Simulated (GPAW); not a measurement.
## C/Cu(110): work function by functional and basis

Aim: the work function of both faces of C/Cu(110), and its spread over functionals and bases.

Main program and level: GPAW 26.7.0; GPAW, PAW setups; slab in vacuum, relaxation, in the first sound run; inputs show where later runs differ.

Report form: the programs' logs are mostly left out.

## (1) The structure

The cell holds 6 atoms: 5 Cu and 1 C. Cell: a = 3.610 Å, b = 2.553 Å, c = 24.139 Å, α = 90.0°, β = 90.0°, γ = 90.0°. Vacuum lies along c.

Coordinates:

```cif
data_structure
_symmetry_space_group_name_H-M 'P 1'
_symmetry_Int_Tables_number 1
_cell_length_a 3.6100
_cell_length_b 2.5527
_cell_length_c 24.1389
_cell_angle_alpha 90.000
_cell_angle_beta 90.000
_cell_angle_gamma 90.000
_cell_volume 222.44
loop_
_atom_site_label
_atom_site_type_symbol
_atom_site_fract_x
_atom_site_fract_y
_atom_site_fract_z
_atom_site_occupancy
Cu1 Cu 0.00000 0.00000 0.37284 1
Cu2 Cu 0.50000 0.50000 0.42572 1
Cu3 Cu 0.00000 0.00000 0.47859 1
Cu4 Cu 0.50000 0.50000 0.53146 1
Cu5 Cu 0.00000 0.00000 0.58434 1
C6 C 0.50000 0.00000 0.62716 1
```

## (2) Relaxing the atoms

Forces are removed first; all later runs use this geometry. The lowest 3 atoms are held at bulk positions and keep their forces.

File run.py:

```python
import json
import numpy as np
from ase import Atoms
from ase.constraints import FixAtoms
from ase.optimize import BFGS
from gpaw import GPAW, PW

slab = Atoms(
    ['Cu', 'Cu', 'Cu', 'Cu', 'Cu', 'C'],
    positions=[
        [0.00000, 0.00000, 9.00000],
        [1.80500, 1.27633, 10.27633],
        [0.00000, 0.00000, 11.55266],
        [1.80500, 1.27633, 12.82898],
        [0.00000, 0.00000, 14.10531],
        [1.80500, 0.00000, 15.13893]],
    cell=[[3.61, 0.0, 0.0], [0.0, 2.55266, 0.0], [0.0, 0.0, 24.13893]],
    pbc=[True, True, False])

slab.calc = GPAW(mode=PW(500), xc='PBE', kpts={'size': (9, 12, 1), 'gamma': True},
                 occupations={'name': 'fermi-dirac', 'width': 0.1}, nbands='160%',
                 convergence={'density': 1e-05}, maxiter=200,
                 poissonsolver={'dipolelayer': 'xy'},
                 symmetry={'tolerance': 1e-3, 'extra_ids': [1, 1, 1, 0, 0, 0]}, txt='slab.txt')
result = {}
slab.set_constraint(FixAtoms([0, 1, 2]))
path = []
opt = BFGS(slab, maxstep=0.2)
opt.attach(lambda: path.append((slab.get_potential_energy(), slab.positions.tolist(), slab.get_forces().tolist())))
result['relaxed'] = bool(opt.run(fmax=0.03, steps=40))
result['path'] = path
energy = slab.get_potential_energy()
fermi = slab.calc.get_fermi_level()
v = slab.calc.get_electrostatic_potential().mean((0, 1)) - fermi
n = slab.calc.get_pseudo_density().mean((0, 1))
L = slab.cell[2, 2]
z = np.arange(len(v)) * L / len(v)
low, high = slab.positions[:, 2].min(), slab.positions[:, 2].max()
below, above = np.interp([low - 6.8, high + 6.8], z, v)
slopes = [np.interp(x, z, np.gradient(v, z)) for x in (low - 6.8, high + 6.8)]
eps = np.array([[slab.calc.get_eigenvalues(k, s) for k in range(len(slab.calc.get_ibz_k_points()))]
                for s in range(slab.calc.get_number_of_spins())]) - fermi
top, bottom = eps[eps < 0].max(), eps[eps > 0].min()
dipole = slab.get_dipole_moment()[2]
print(f'energy {energy:.4f} eV, Fermi level {fermi:.4f} eV, dipole {dipole:.5f} e A')
print(f'potential 6.8 A off the faces, from the Fermi level: lower {below:.4f} eV, upper {above:.4f} eV')
print(f'slope of the potential there: lower {slopes[0]:.5f}, upper {slopes[1]:.5f} eV/A')
print(f'nearest levels on the mesh: {top:.4f} and {bottom:.4f} eV')
print('magnetic moment', round(slab.get_magnetic_moment(), 3))
result.update(energy=energy, fermi=fermi, dipole=dipole, below=below, above=above, slopes=slopes, edges=[top, bottom],
              z=z.tolist(), v=v.tolist(), n=n.tolist(), positions=slab.positions.tolist(),
              forces=slab.get_forces(apply_constraint=False).tolist(), moments=slab.get_magnetic_moments().tolist())
json.dump(result, open('result.json', 'w'))
```

Launch:

```bash
> OMP_NUM_THREADS=1 OPENBLAS_NUM_THREADS=1 python run.py
```

The job ended after 48 min (1 thread of Arm Neoverse V2, shared host; peak memory 0.4 GiB).

Step by step:

```
step  energy less that of the first step (eV)  largest force (eV/Å)
   1                                   0.0000                1.9962
   2                                  -0.1030                1.9155
   3                                  -0.6320                1.2426
   4                                  -0.9149                0.7371
   5                                  -0.9480                0.7957
   6                                  -0.9794                0.1868
   7                                  -0.9803                0.1999
   8                                  -0.9829                0.1808
   9                                  -0.9847                0.1012
  10                                  -0.9854                0.0801
  11                                  -0.9857                0.0796
  12                                  -0.9859                0.0738
  13                                  -0.9864                0.0978
  14                                  -0.9871                0.1137
  15                                  -0.9881                0.0978
  16                                  -0.9891                0.0292
```

The atoms that moved most (Å):

```
atom     dx     dy      dz  length
  C6  0.000  0.000  -0.620   0.620
 Cu5  0.000  0.000   0.384   0.384
 Cu4  0.000  0.000   0.069   0.069
```

The relaxed structure:

```xyz
6
Lattice="3.6100 0.0000 0.0000 0.0000 2.5527 0.0000 0.0000 0.0000 24.1389" Properties=species:S:1:pos:R:3
Cu    0.0000    0.0000    9.0000
Cu    1.8050    1.2763   10.2763
Cu    0.0000    0.0000   11.5527
Cu    1.8050    1.2763   12.8976
Cu    0.0000    0.0000   14.4892
C     1.8050    0.0000   14.5186
```

Numbers from this step:

```
dipole along the normal                    : -0.05812 e·Å
levels nearest the Fermi level on the mesh : -0.01089, 0.01944 eV from the Fermi level
upper work function                        : 5.535 eV
lower work function                        : 4.392 eV
```

The electrostatic potential energy of an electron (without an applied field's), less the Fermi level, planar mean oscillates, so the rows of the table below give means over windows of 1.35 Å about each position, cut where the curve ends. Its maxima inside the range that stand out by 2 % of the span (Å: eV): 9.7: -5.02, 10.9: -5.21, 12.3: -4.63, 13.6: -2.80. Its minima: 9.0: -10.4, 10.2: -11.0, 11.6: -11.0, 12.8: -11.0, 14.5: -21.8.

Table of electrostatic potential energy of an electron (without an applied field's), less the Fermi level, planar mean by z; means over each step:

```csv
z (Å),"electrostatic potential energy of an electron (without an applied field's), less the Fermi level, planar mean (eV)"
0.68,4.47
2.03,4.39
3.38,4.39
4.73,4.39
6.08,4.37
7.43,3.67
8.78,-5.62
10.13,-7.89
11.48,-7.82
12.83,-7.49
14.18,-11.7
15.53,1.14
16.88,5.45
18.23,5.53
19.58,5.53
20.93,5.53
22.28,5.53
23.63,5.48
```

The pseudo valence density, planar mean oscillates, so the rows of the table below give means over windows of 0.5 Å about each position, cut where the curve ends. Its maxima inside the range that stand out by 2 % of the span (Å: e/Å³): 9.08: 1.48, 10.23: 1.55, 11.59: 1.55, 12.94: 1.52, 14.48: 1.82. Its minima: 9.66: 0.460, 11.01: 0.487, 12.17: 0.420, 13.52: 0.378.

Table of pseudo valence density, planar mean by z; means over each step:

```csv
z (Å),"pseudo valence density, planar mean (e/Å³)"
5.5,1.4e-4
6.0,5.1e-4
6.5,0.00170
7.0,0.00624
7.5,0.0217
8.0,0.0877
8.5,0.477
9.0,1.27
9.5,0.646
10.0,0.994
10.5,1.09
11.0,0.618
11.5,1.29
12.0,0.686
12.5,0.743
13.0,1.22
13.5,0.486
14.0,0.756
14.5,1.54
15.0,0.684
15.5,0.145
16.0,0.0339
16.5,0.00741
17.0,0.00175
17.5,4.1e-4
18.0,9.3e-5
```

The relaxation lowered the energy of the cell by 0.989 eV (energies extrapolated to zero smearing; the optimiser's log prints free energies). The largest force left on a free atom is 0.029 eV/Å.

## (3) The slab's potential

With the geometry fixed, the planar mean of the potential gives the vacuum level on each side.

This step: GPAW, PAW setups; slab in vacuum (GPAW 26.7.0).

run.py, as its differences from that of step 2:

```diff
@@ -3,4 +3,2 @@
 from ase import Atoms
-from ase.constraints import FixAtoms
-from ase.optimize import BFGS
 from gpaw import GPAW, PW
@@ -13,5 +11,5 @@
         [0.00000, 0.00000, 11.55266],
-        [1.80500, 1.27633, 12.82898],
-        [0.00000, 0.00000, 14.10531],
-        [1.80500, 0.00000, 15.13893]],
+        [1.80500, 1.27633, 12.89760],
+        [0.00000, -0.00000, 14.48918],
+        [1.80500, -0.00000, 14.51861]],
     cell=[[3.61, 0.0, 0.0], [0.0, 2.55266, 0.0], [0.0, 0.0, 24.13893]],
@@ -23,10 +21,4 @@
                  poissonsolver={'dipolelayer': 'xy'},
-                 symmetry={'tolerance': 1e-3, 'extra_ids': [1, 1, 1, 0, 0, 0]}, txt='slab.txt')
+                 symmetry={'tolerance': 1e-3}, txt='slab.txt')
 result = {}
-slab.set_constraint(FixAtoms([0, 1, 2]))
-path = []
-opt = BFGS(slab, maxstep=0.2)
-opt.attach(lambda: path.append((slab.get_potential_energy(), slab.positions.tolist(), slab.get_forces().tolist())))
-result['relaxed'] = bool(opt.run(fmax=0.03, steps=40))
-result['path'] = path
 energy = slab.get_potential_energy()
```

Run time: 4.1 min. Hardware: 1 thread; peak memory 0.39 GiB.

This step gave:

```yaml
dipole_along_the_normal: -0.05806 e·Å
levels_nearest_the_fermi_level_on_the_mesh: -0.01090, 0.01944 eV from the Fermi level
upper_work_function: 5.534 eV
lower_work_function: 4.391 eV
```

The electrostatic potential energy of an electron (without an applied field's), less the Fermi level, planar mean oscillates, so the rows of the table below give means over windows of 1.35 Å about each position, cut where the curve ends. Its maxima inside the range that stand out by 2 % of the span (Å: eV): 9.7: -5.02, 10.9: -5.21, 12.3: -4.63, 13.6: -2.80. Its minima: 9.0: -10.4, 10.2: -11.0, 11.6: -11.0, 12.8: -11.0, 14.5: -21.8.

Table of electrostatic potential energy of an electron (without an applied field's), less the Fermi level, planar mean by z; means over each step:

z (Å), electrostatic potential energy of an electron (without an applied field's), less the Fermi level, planar mean (eV) and a bar from the least value:
```
     0.68        4.5 ############################
     2.03        4.4 ############################
     3.38        4.4 ############################
     4.73        4.4 ############################
     6.08        4.4 ############################
     7.43        3.7 ###########################
     8.78       -5.6 ###########
    10.13       -7.9 #######
    11.48       -7.8 #######
    12.83       -7.5 #######
    14.18      -11.7 
    15.53        1.1 ######################
    16.88        5.5 ##############################
    18.23        5.5 ##############################
    19.58        5.5 ##############################
    20.93        5.5 ##############################
    22.28        5.5 ##############################
    23.63        5.5 ##############################
```

The pseudo valence density, planar mean oscillates, so the rows of the table below give means over windows of 0.5 Å about each position, cut where the curve ends. Its maxima inside the range that stand out by 2 % of the span (Å: e/Å³): 9.08: 1.48, 10.23: 1.55, 11.59: 1.55, 12.94: 1.52, 14.48: 1.82. Its minima: 9.66: 0.460, 11.01: 0.487, 12.17: 0.420, 13.52: 0.378.

The pseudo valence density, planar mean by z; means over each step:

```
z (Å)  pseudo valence density, planar mean (e/Å³)
  5.5                                      1.4e-4
  6.0                                      5.1e-4
  6.5                                     0.00170
  7.0                                     0.00624
  7.5                                      0.0217
  8.0                                      0.0877
  8.5                                       0.477
  9.0                                        1.27
  9.5                                       0.646
 10.0                                       0.994
 10.5                                        1.09
 11.0                                       0.618
 11.5                                        1.29
 12.0                                       0.686
 12.5                                       0.743
 13.0                                        1.22
 13.5                                       0.486
 14.0                                       0.756
 14.5                                        1.54
 15.0                                       0.684
 15.5                                       0.145
 16.0                                      0.0339
 16.5                                     0.00741
 17.0                                     0.00174
 17.5                                      4.1e-4
 18.0                                      9.3e-5
```

Force by atom:

```
atom  x (eV/Å)  y (eV/Å)  z (eV/Å)   size
 Cu1     0.000     0.000     0.235  0.235
 Cu2     0.000     0.000    -0.279  0.279
 Cu3     0.000     0.000     0.033  0.033
 Cu4     0.000     0.000     0.028  0.028
 Cu5     0.000     0.000     0.009  0.009
  C6     0.000     0.000    -0.030  0.030
```

The potential is flat to 2.3e-4 eV/Å where it is read, so the vacuum is wide enough.

## (4) Self-consistent run: xc = "LDA"

The same geometry under LDA, to see how far the functional moves the levels against the vacuum.

run.py, as its differences from that of step 3:

```diff
@@ -17,3 +17,3 @@
 
-slab.calc = GPAW(mode=PW(500), xc='PBE', kpts={'size': (9, 12, 1), 'gamma': True},
+slab.calc = GPAW(mode=PW(500), xc='LDA', kpts={'size': (9, 12, 1), 'gamma': True},
                  occupations={'name': 'fermi-dirac', 'width': 0.1}, nbands='160%',
```

Wall time 5.9 min (1 thread); peak memory 0.39 GiB.

Numbers from this step:

* dipole along the normal: -0.05948 e·Å
* levels nearest the Fermi level on the mesh: -0.01104, 0.02458 eV from the Fermi level
* upper work function: 5.918 eV
* lower work function: 4.746 eV

The electrostatic potential energy of an electron (without an applied field's), less the Fermi level, planar mean oscillates, so the rows of the table below give means over windows of 1.35 Å about each position, cut where the curve ends. Its maxima inside the range that stand out by 2 % of the span (Å: eV): 9.7: -4.55, 10.9: -4.73, 12.3: -4.16, 13.6: -2.37. Its minima: 9.0: -10.0, 10.2: -10.6, 11.6: -10.6, 12.8: -10.6, 14.5: -21.5.

The electrostatic potential energy of an electron (without an applied field's), less the Fermi level, planar mean by z; means over each step:

```
z (Å)  electrostatic potential energy of an electron (without an applied field's), less the Fermi level, planar mean (eV)
 0.68                                                                                                                4.83
 2.03                                                                                                                4.75
 3.38                                                                                                                4.75
 4.73                                                                                                                4.75
 6.08                                                                                                                4.73
 7.43                                                                                                                4.04
 8.78                                                                                                               -5.21
10.13                                                                                                               -7.43
11.48                                                                                                               -7.37
12.83                                                                                                               -7.05
14.18                                                                                                               -11.4
15.53                                                                                                                1.50
16.88                                                                                                                5.84
18.23                                                                                                                5.92
19.58                                                                                                                5.92
20.93                                                                                                                5.92
22.28                                                                                                                5.92
23.63                                                                                                                5.86
```

The pseudo valence density, planar mean oscillates, so the rows of the table below give means over windows of 1 Å about each position, cut where the curve ends. Its maxima inside the range that stand out by 2 % of the span (Å: e/Å³): 9.1: 1.47, 10.2: 1.54, 11.6: 1.55, 12.9: 1.52, 14.5: 1.82. Its minima: 9.7: 0.463, 11.0: 0.489, 12.2: 0.423, 13.5: 0.380.

The pseudo valence density, planar mean by z; means over each step:

z (Å), pseudo valence density, planar mean (e/Å³) and a bar:
```
        5       0.00 
        6       0.00 
        7       0.01 
        8       0.11 ###
        9       1.00 ##############################
       10       0.96 #############################
       11       0.82 #########################
       12       0.82 #########################
       13       0.99 ##############################
       14       0.87 ##########################
       15       0.77 #######################
       16       0.04 #
       17       0.00 
       18       0.00
```

Force by atom:

| atom | x (eV/Å) | y (eV/Å) | z (eV/Å) | size |
| --- | --- | --- | --- | --- |
| Cu1 | 0.000 | 0.000 | 0.910 | 0.910 |
| Cu2 | 0.000 | 0.000 | -0.135 | 0.135 |
| Cu3 | 0.000 | 0.000 | -0.085 | 0.085 |
| Cu4 | 0.000 | 0.000 | 0.178 | 0.178 |
| Cu5 | 0.000 | 0.000 | -0.298 | 0.298 |
| C6 | 0.000 | 0.000 | -0.568 | 0.568 |

The upper face's work function is 5.918 eV, against 5.534 eV in the first plane-wave PBE run at this geometry.

## (5) Self-consistent run: xc = "RPBE"

The same geometry under RPBE, to see how far the functional moves the levels against the vacuum.

run.py, as its differences from that of step 4:

```diff
@@ -17,3 +17,3 @@
 
-slab.calc = GPAW(mode=PW(500), xc='LDA', kpts={'size': (9, 12, 1), 'gamma': True},
+slab.calc = GPAW(mode=PW(500), xc='RPBE', kpts={'size': (9, 12, 1), 'gamma': True},
                  occupations={'name': 'fermi-dirac', 'width': 0.1}, nbands='160%',
```

Elapsed: 3.8 min, on 1 thread; peak memory 0.39 GiB.

This step gave:

- dipole along the normal: -0.05861 e·Å
- levels nearest the Fermi level on the mesh: -0.01117, 0.02272 eV from the Fermi level
- upper work function: 5.367 eV
- lower work function: 4.213 eV

The upper face's work function is 5.367 eV, against 5.534 eV in the first plane-wave PBE run at this geometry.

## (6) OptPBE vdW: xc = "optPBE-vdW"

The same geometry under optPBE-vdW, to see how far the functional moves the levels against the vacuum (the van der Waals functionals take revPBE setups).

run.py, as its differences from that of step 5:

```diff
@@ -17,3 +17,3 @@
 
-slab.calc = GPAW(mode=PW(500), xc='RPBE', kpts={'size': (9, 12, 1), 'gamma': True},
+slab.calc = GPAW(mode=PW(500), xc='optPBE-vdW', kpts={'size': (9, 12, 1), 'gamma': True},
                  occupations={'name': 'fermi-dirac', 'width': 0.1}, nbands='160%',
```

It took 5 min on 1 thread; peak memory 0.57 GiB.

This step gave:

```
dipole along the normal                    : -0.05848 e·Å
levels nearest the Fermi level on the mesh : -0.01474, 0.002170 eV from the Fermi level
upper work function                        : 5.708 eV
lower work function                        : 4.557 eV
```

The electrostatic potential energy of an electron (without an applied field's), less the Fermi level, planar mean oscillates, so the rows of the table below give means over windows of 1.35 Å about each position, cut where the curve ends. Its maxima inside the range that stand out by 2 % of the span (Å: eV): 9.7: -5.07, 10.9: -5.26, 12.3: -4.68, 13.6: -2.84. Its minima: 9.0: -10.4, 10.2: -11.1, 11.6: -11.0, 12.8: -11.0, 14.5: -21.6.

The electrostatic potential energy of an electron (without an applied field's), less the Fermi level, planar mean by z; means over each step:

| z (Å) | electrostatic potential energy of an electron (without an applied field's), less the Fermi level, planar mean (eV) |
| --- | --- |
| 0.68 | 4.64 |
| 2.03 | 4.56 |
| 3.38 | 4.56 |
| 4.73 | 4.56 |
| 6.08 | 4.52 |
| 7.43 | 3.76 |
| 8.78 | -5.61 |
| 10.13 | -7.93 |
| 11.48 | -7.86 |
| 12.83 | -7.52 |
| 14.18 | -11.7 |
| 15.53 | 1.23 |
| 16.88 | 5.61 |
| 18.23 | 5.71 |
| 19.58 | 5.71 |
| 20.93 | 5.71 |
| 22.28 | 5.71 |
| 23.63 | 5.65 |

The upper face's work function is 5.708 eV, against 5.534 eV in the first plane-wave PBE run at this geometry.

(Part 1 of 2 ends here.)

[Logs are printed without paths, hosts, clocks, repeated set-up lines and the standing remarks that a program may print on its own settings, such as how far it seeks lower states.]

[Hosts, paths, dates, database ids (printed as entryN), source tags and the programs' standing remarks are cut or masked in the printed files.]
